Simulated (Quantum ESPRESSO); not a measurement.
Entries from a set of simulations; values are calculated unless marked as measured.

```json
{"subject": "Mn3InC: energy against a fixed spin moment", "lattice_ang": [[3.9487, 0.0, 0.0], [0.0, 3.9487, 0.0], [0.0, 0.0, 3.9487]], "atoms": [["Mn", 0.5, 0.0, 0.0], ["Mn", 0.0, 0.0, 0.5], ["Mn", 0.0, 0.5, 0.0], ["In", 0.5, 0.5, 0.5], ["C", 0.0, 0.0, 0.0]], "method": "PBEsol; plane waves with GBRV 1.5 PBEsol potentials, no spin-orbit coupling (and 1 further level or step)", "program": "Quantum ESPRESSO 7.5", "settings_of_one_run": "GBRV 1.5 PBEsol, cutoff 544.23 eV, 8×8×8 k-mesh, 46 bands, fermi-dirac occupations, smearing width 0.1 eV, collinear spin, SCF threshold 1.00e-8, starting moments 3.5 3.5 3.5 0 0 μB", "cost": "10 runs, 7.8 min in all on 2 MPI ranks of AMD EPYC 7R32 (Zen 2), shared host (the runs of this entry)", "notes": "The run is spin-polarised, with a total moment of 5.93 μB a cell (absolute 6.65). All runs start parallel; opposed orders may lie lower.", "results": {"moment_of_the_free_run": "5.93 μB a cell", "energy_at_zero_total_moment": "654 meV a cell over the lowest", "delta_e_delta_m2_from_the_lowest_point_to_7p01_and_to_5p00_mu_b": "50 and 35 meV/μB²"}}
```

[Logs and program files are shortened in this print: banners, set-up blocks, solver, clock and traceback lines can be left out without a mark of their own.]

[Logs are printed without paths, hosts, clocks, repeated set-up lines and the standing remarks that a program may print on its own settings, such as how far it seeks lower states.]

[Hosts, paths, dates, database ids (printed as entryN), source tags and the programs' standing remarks are cut or masked in the printed files.]

[Where a cell is said to come from a database of computed structures, the database is the Materials Project.]
